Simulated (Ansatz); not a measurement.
# CO on Re(0001): change of the work function

Wanted: Δφ(θ) for CO/Re(0001), starting from the hcp site.

Method: plane-wave DFT, PBE, Ansatz PAW, in the first sound run; inputs show where later runs differ, in Ansatz 0.2.0.

Report form: the programs' logs are mostly left out.

### 1. Set-up

The cell holds 4 atoms: 4 Re. Its edges and angles: a = 2.760 Å, b = 2.760 Å, c = 24.686 Å, α = 90.0°, β = 90.0°, γ = 60.0°. Vacuum lies along c.

### 2. The clean slab

The bare slab comes first, as the zero from which every change is counted. The two lowest layers are held at bulk places and the upper ones relax. The dipole correction removes the false field that a one-sided slab makes across the periodic vacuum, so each face gets a flat vacuum level of its own.

input.yaml reads:

```yaml
crystal:
  lattice:
    - [2.76, 0.0, 0.0]
    - [1.38, 2.3902301144, 0.0]
    - [0.0, 0.0, 24.6861]
  atoms:
    - { symbol: Re, position: [0.6666666667, 0.6666666667, 0.3645776368] }
    - { symbol: Re, position: [0.0, 0.0, 0.4548592123] }
    - { symbol: Re, position: [0.6666666667, 0.6666666667, 0.5451407877] }
    - { symbol: Re, position: [0.0, 0.0, 0.6354223632] }
kpoints:
  mp_grid: { grid: [12, 12, 1] }
hamiltonian:
  xc: pbe
scf:
  occupations: { method: fermi_dirac, width: 0.1 }
  convergence: { dr2_threshold: 1.0e-08 }
efield:
  axis: 3
  dipole_correction: true
  ramp_position: 0.97
  ramp_width: 0.06
relax:
  f_tol: 0.02
  max_steps: 60
  constraints: [{ sites: [0, 1] }]
output:
  write_potential: true
  write_density: true
  volumetric_format: npy
```

Launch:

```bash
$ ansatz run input.yaml --threads 4 --pin off --max-ram 12288MiB --backend cpu --events-out ev --progress --plain --runs-dir out
```

Elapsed: 12 s, on 4 threads of Arm Neoverse V1, shared host; peak memory 0.46 GiB; 46 s of CPU time.

Step by step:

```
step  energy less that of the first step (eV)  largest force component (eV/Å)
   1                                   0.0000                          1.5464
   2                                   0.1034                          2.7383
   3                                  -0.0852                          0.1071
   4                                  -0.0866                          0.0195
```

Relaxation step 2 was tried and not accepted.

The run keeps the 6 symmetry operations that it works with, so distortions that break them were not tested.

The atoms that moved most (Å):

```
atom     dx     dy      dz  length
 Re3  0.000  0.000   0.095   0.095
 Re4  0.000  0.000  -0.019   0.019
```

Final coordinates:

```xyz
4
Lattice="2.7600 0.0000 0.0000 1.3800 2.3902 0.0000 0.0000 0.0000 24.6861" Properties=species:S:1:pos:R:3
Re    2.7600    1.5935    9.0000
Re    0.0000    0.0000   11.2287
Re    2.7600    1.5935   13.5529
Re    0.0000    0.0000   15.6671
```

Numbers from this step:

- energy at zero smearing: -43470.0945 eV
- work function, upper face: 4.977 eV
- work function, lower face: 5.129 eV
- dipole along the normal: 0.005545 e·Å
- step between the vacuum levels: -0.1521 eV

Running mean over 2.2287 Å of the planar mean; the ramp of the sawtooth is left out. Electron's electrostatic potential energy less the Fermi level against z:

z (Å), electron's electrostatic potential energy less the Fermi level (eV) and a bar from the least value:
```
      3.5        5.1 ##############################
      4.0        5.1 ##############################
      4.5        5.1 ##############################
      5.0        5.1 ##############################
      5.5        5.1 ##############################
      6.0        5.0 ##############################
      6.5        4.7 #############################
      7.0        3.6 ############################
      7.5        0.1 ######################
      8.0       -6.1 #############
      8.5      -11.3 #####
      9.0      -13.0 ##
      9.5      -13.2 ##
     10.0      -13.3 ##
     10.5      -13.3 ##
     11.0      -13.4 ##
     11.5      -13.2 ##
     12.0      -12.5 ###
     12.5      -12.3 ####
     13.0      -12.8 ###
     13.5      -13.4 ##
     14.0      -14.1 #
     14.5      -14.6 
     15.0      -14.3 
     15.5      -13.4 ##
     16.0      -12.2 ####
     16.5       -8.2 ##########
     17.0       -1.9 ###################
     17.5        2.7 ##########################
     18.0        4.3 #############################
     18.5        4.8 #############################
     19.0        4.9 ##############################
     19.5        5.0 ##############################
     20.0        5.0 ##############################
     20.5        5.0 ##############################
     21.0        5.0 ##############################
     21.5        5.0 ##############################
```

The relaxation took 4 steps and lowered the energy by 0.087 eV; the largest force on the free atoms ends at 0.019 eV/Å.

The work function of the upper face is 4.98 eV.

### 3. The covered slab, k-mesh 4×4×1, coverage 0.111 ML

System of this step: CO/Re(0001). The cell holds 38 atoms: 36 Re, 1 C and 1 O. Its edges and angles: a = 8.280 Å, b = 8.280 Å, c = 27.444 Å, α = 90.0°, β = 90.0°, γ = 60.0°. Vacuum lies along c.

The clean slab as it ended is repeated in the plane and the adsorbate is set on one face; the cell's size fixes the coverage, and the k-mesh shrinks with it to keep the sampling density about even. Adsorbate and upper layers relax, since the dipole depends on the height.

input.yaml reads:

```yaml
crystal:
  lattice:
    - [8.2799999999, 0.0, 0.0]
    - [4.14, 7.1706903433, 0.0]
    - [0.0, 0.0, 27.4437457879]
  atoms:
    - { symbol: Re, position: [0.2222222222, 0.2222222222, 0.3279435712] }
    - { symbol: Re, position: [0.0, 0.0, 0.4091533309] }
    - { symbol: Re, position: [0.2222222222, 0.2222222222, 0.4938417142] }
    - { symbol: Re, position: [0.0, 0.0, 0.5708787624] }
    - { symbol: Re, position: [0.2222222222, 0.5555555556, 0.3279435712] }
    - { symbol: Re, position: [0.0, 0.3333333333, 0.4091533309] }
    - { symbol: Re, position: [0.2222222222, 0.5555555556, 0.4938417142] }
    - { symbol: Re, position: [0.0, 0.3333333333, 0.5708787624] }
[... 26 atom lines left out ...]
    - { symbol: Re, position: [0.8888888889, 0.8888888889, 0.4938417142] }
    - { symbol: Re, position: [0.6666666667, 0.6666666667, 0.5708787624] }
    - { symbol: C, position: [0.2222222222, 0.2222222222, 0.6297881463] }
    - { symbol: O, position: [0.2222222222, 0.2222222222, 0.6720564288] }
kpoints:
  mp_grid: { grid: [4, 4, 1] }
hamiltonian:
  xc: pbe
scf:
  occupations: { method: fermi_dirac, width: 0.1 }
  convergence: { dr2_threshold: 1.0e-08 }
efield:
  axis: 3
  dipole_correction: true
  ramp_position: 0.97
  ramp_width: 0.06
relax:
  f_tol: 0.02
  max_steps: 60
  constraints:
    - { sites: [0, 1, 4, 5, 8, 9, 12, 13, 16, 17, 20, 21, 24, 25, 28, 29, 32, 33] }
output:
  bader: true
  write_potential: true
  write_density: true
  volumetric_format: npy
```

Wall time 15 min (4 threads); peak memory 8.9 GiB; 45 min of CPU time.

This run has no spin polarisation, although Re can carry a moment.

Relaxation path:

```
step  energy less that of the first step (eV)  largest force component (eV/Å)
   1                                   0.0000                          3.1887
   2                                  -0.1126                          1.8994
   3                                  -0.2505                          0.3227
   4                                  -0.2540                          0.0895
   5                                  -0.2536                          0.0348
   6                                  -0.2543                          0.0366
   7                                  -0.2543                          0.0025
```

Relaxation step 5 was tried and not accepted.

Forces are held to the 6 operations that the run works with; a distortion that breaks them can't arise in this run.

The atoms that moved most (Å):

```
atom      dx      dy      dz  length
 C37   0.000   0.000  -0.130   0.130
 O38   0.000   0.000  -0.088   0.088
Re20   0.040   0.023   0.055   0.072
 Re8  -0.040   0.023   0.055   0.072
Re16   0.000  -0.046   0.055   0.072
 Re3   0.000   0.000   0.061   0.061
Re36   0.004   0.003  -0.022   0.022
Re24  -0.004   0.003  -0.022   0.022
```

The relaxed structure:

```xyz
38
Lattice="8.2800 0.0000 0.0000 4.1400 7.1707 0.0000 0.0000 0.0000 27.4437" Properties=species:S:1:pos:R:3
Re    2.7600    1.5935    9.0000
Re    0.0000    0.0000   11.2287
Re    2.7600    1.5935   13.6136
Re    0.0002    0.0001   15.6485
Re    4.1400    3.9837    9.0000
Re    1.3800    2.3902   11.2287
Re    4.1381    3.9861   13.5406
Re    1.3398    2.4135   15.7219
Re    5.5200    6.3739    9.0000
Re    2.7600    4.7805   11.2287
Re    5.5170    6.3744   13.5406
Re    2.7600    4.7802   15.6485
Re    5.5200    1.5935    9.0000
Re    2.7600    0.0000   11.2287
Re    5.5211    1.5907   13.5406
Re    2.7600   -0.0464   15.7219
Re    6.9000    3.9837    9.0000
Re    4.1400    2.3902   11.2287
Re    6.9000    3.9837   13.5458
Re    4.1802    2.4135   15.7219
Re    8.2800    6.3739    9.0000
Re    5.5200    4.7805   11.2287
Re    8.2830    6.3744   13.5406
Re    5.5155    4.7830   15.6452
Re    8.2800    1.5935    9.0000
Re    5.5200    0.0000   11.2287
Re    8.2789    1.5907   13.5406
Re    5.5198    0.0001   15.6485
Re    9.6600    3.9837    9.0000
Re    6.9000    2.3902   11.2287
Re    9.6619    3.9861   13.5406
Re    6.9000    2.3851   15.6452
Re   11.0400    6.3739    9.0000
Re    8.2800    4.7805   11.2287
Re   11.0400    6.3739   13.5453
Re    8.2845    4.7830   15.6452
C     2.7600    1.5935   17.1538
O     2.7600    1.5935   18.3562
```

This step gave:

```
energy at zero smearing        : -392049.1272 eV
work function, upper face      : 5.443 eV
work function, lower face      : 5.119 eV
dipole along the normal        : -0.1066 e·Å
step between the vacuum levels : 0.3247 eV
```

Running mean over 2.2287 Å of the planar mean; the ramp of the sawtooth is left out. The electron's electrostatic potential energy less the Fermi level by z:

```
z (Å)  electron's electrostatic potential energy less the Fermi level (eV)
  3.5                                                                 5.12
  4.0                                                                 5.12
  4.5                                                                 5.12
  5.0                                                                 5.11
  5.5                                                                 5.08
  6.0                                                                 5.00
  6.5                                                                 4.69
  7.0                                                                 3.64
  7.5                                                               0.0420
  8.0                                                                -6.12
  8.5                                                                -11.3
  9.0                                                                -13.0
  9.5                                                                -13.2
 10.0                                                                -13.3
 10.5                                                                -13.4
 11.0                                                                -13.4
 11.5                                                                -13.2
 12.0                                                                -12.6
 12.5                                                                -12.4
 13.0                                                                -12.9
 13.5                                                                -13.4
 14.0                                                                -14.1
 14.5                                                                -14.6
 15.0                                                                -14.3
 15.5                                                                -13.6
 16.0                                                                -12.6
 16.5                                                                -8.89
 17.0                                                                -2.80
 17.5                                                                 1.68
 18.0                                                                 3.47
 18.5                                                                 4.35
 19.0                                                                 4.79
 19.5                                                                 5.14
 20.0                                                                 5.39
 20.5                                                                 5.44
 21.0                                                                 5.44
 21.5                                                                 5.44
 22.0                                                                 5.44
 22.5                                                                 5.44
 23.0                                                                 5.44
 23.5                                                                 5.44
 24.0                                                                 5.44
```

The relaxation took 7 steps and lowered the energy by 0.25 eV; the largest force on the free atoms ends at 0.0025 eV/Å.

The covered face has 5.44 eV, +0.47 eV against the clean one; the bare back face has moved by -0.01 eV, a measure of how thin the slab is.

[end of part 1 of 3]

[Logs are printed without paths, hosts, clocks, repeated set-up lines and the standing remarks that a program may print on its own settings, such as how far it seeks lower states.]

[Hosts, paths, dates, database ids (printed as entryN), source tags and the programs' standing remarks are cut or masked in the printed files.]

[Maps of the electrostatic potential energy from Ansatz leave out the sawtooth potential of an applied field or a dipole correction, so their vacuum need not be flat; planar profiles and work functions include it.]
